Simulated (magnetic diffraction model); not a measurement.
# Magnetic neutron pattern of Yb2ErSi3Ni

Space group C2/m (no. 12), a = 10.3320 Å, b = 4.2450 Å, c = 13.4910 Å, β = 110.86°.

```
site  atom       x    y       z
  4i    Yb  0.7509    0  0.2300
  4i    Yb  0.9701  1/2  0.6227
  4i    Er  0.0980  1/2  0.9219
  4i    Ni  0.2509  1/2  0.5985
  4i    Si  0.9564    0  0.7659
  4i    Si  0.8663    0  0.4555
  4i    Si  0.3842  1/2  0.9235
```

This is a made-up structure (elements placed in a structure type, unrelaxed), so the numbers test the method and describe no known phase.

Only Yb and Er are taken to order (form factors of Yb3+ and Er3+); orders and moment sizes are assumed, and not adapted to the symmetry. Radiation: neutrons of λ = 2.36 Å, 3° to 45°; isotropic B of 0.25 Å² (Yb), 0.23 Å² (Er), 0.31 Å² (Ni) and 0.46 Å² (Si). Simulated constant-wavelength pattern: nuclear and magnetic terms add, the magnetic one as |2.695 fm × Σ f S⊥ exp(2πi Q·r) exp(−B s²)|², summed over all Q at one angle with the factor 1/(sin²θ cos θ). For collinear order S is the moment m, which repeats by lattice and centring translations R with the sign exp(−2πi k·R). Free-ion form factors, Sears's scattering lengths of 1992, no absorption; a label names one of the reflections at its angle. The strongest nuclear line in the range is 100, and lines under 0.2 are left out.

Assume the order k = (0 0 0), collinear moments along [110], 2.3 μB on Yb and 7.8 μB on Er; signs + at (0.7509, 0, 0.2300), − at (0.9701, 1/2, 0.6227), + at (0.2491, 0, 0.7700), − at (0.0299, 1/2, 0.3773), − at (0.0980, 1/2, 0.9219), − at (0.9020, 1/2, 0.0781).

Predict the pattern, nuclear and magnetic parts apart.

| 2θ (°) | index | nuclear | magnetic |
| --- | --- | --- | --- |
| 10.74 | (0 0 1) | 100.0 | 227.8 |
| 21.58 | (0 0 2) | 1.5 | 100.2 |
| 26.42 | (2 0 -1) | 4.7 | 0.7 |
| 28.30 | (2 0 0) | 4.9 | 16.4 |
| 28.89 | (2 0 -2) | 0.8 | 20.9 |
| 32.62 | (0 0 3) | 2.4 | 9.9 |
| 33.86 | (2 0 1) | 0.0 | 6.4 |
| 34.86 | (2 0 -3) | 2.5 | 14.6 |
| 35.35 | (1 1 0) | 19.0 | 93.4 |
| 38.58 | (1 1 1) | 13.7 | 71.6 |
| 38.91 | (1 1 -2) | 8.7 | 1.4 |
| 41.82 | (2 0 2) | 13.0 | 14.5 |
| 43.07 | (2 0 -4) | 14.7 | 23.1 |
| 43.98 | (0 0 4) | 6.1 | 28.0 |
| 44.53 | (1 1 2) | 0.2 | 59.6 |

The strongest magnetic line in the range is (0 0 1) at 10.74° (227.8). On top of the Lorentz factor, which all lines share, magnetic lines fade with angle because f falls: for Yb3+ it is 0.97, 0.88, 0.76 and 0.51 at sin θ/λ = 0.1, 0.2, 0.3 and 0.5 Å⁻¹, while nuclear lengths stay constant. The net moment is 15.60 μB a primitive cell.

[Logs are printed without paths, hosts, clocks, repeated set-up lines and the standing remarks that a program may print on its own settings, such as how far it seeks lower states.]
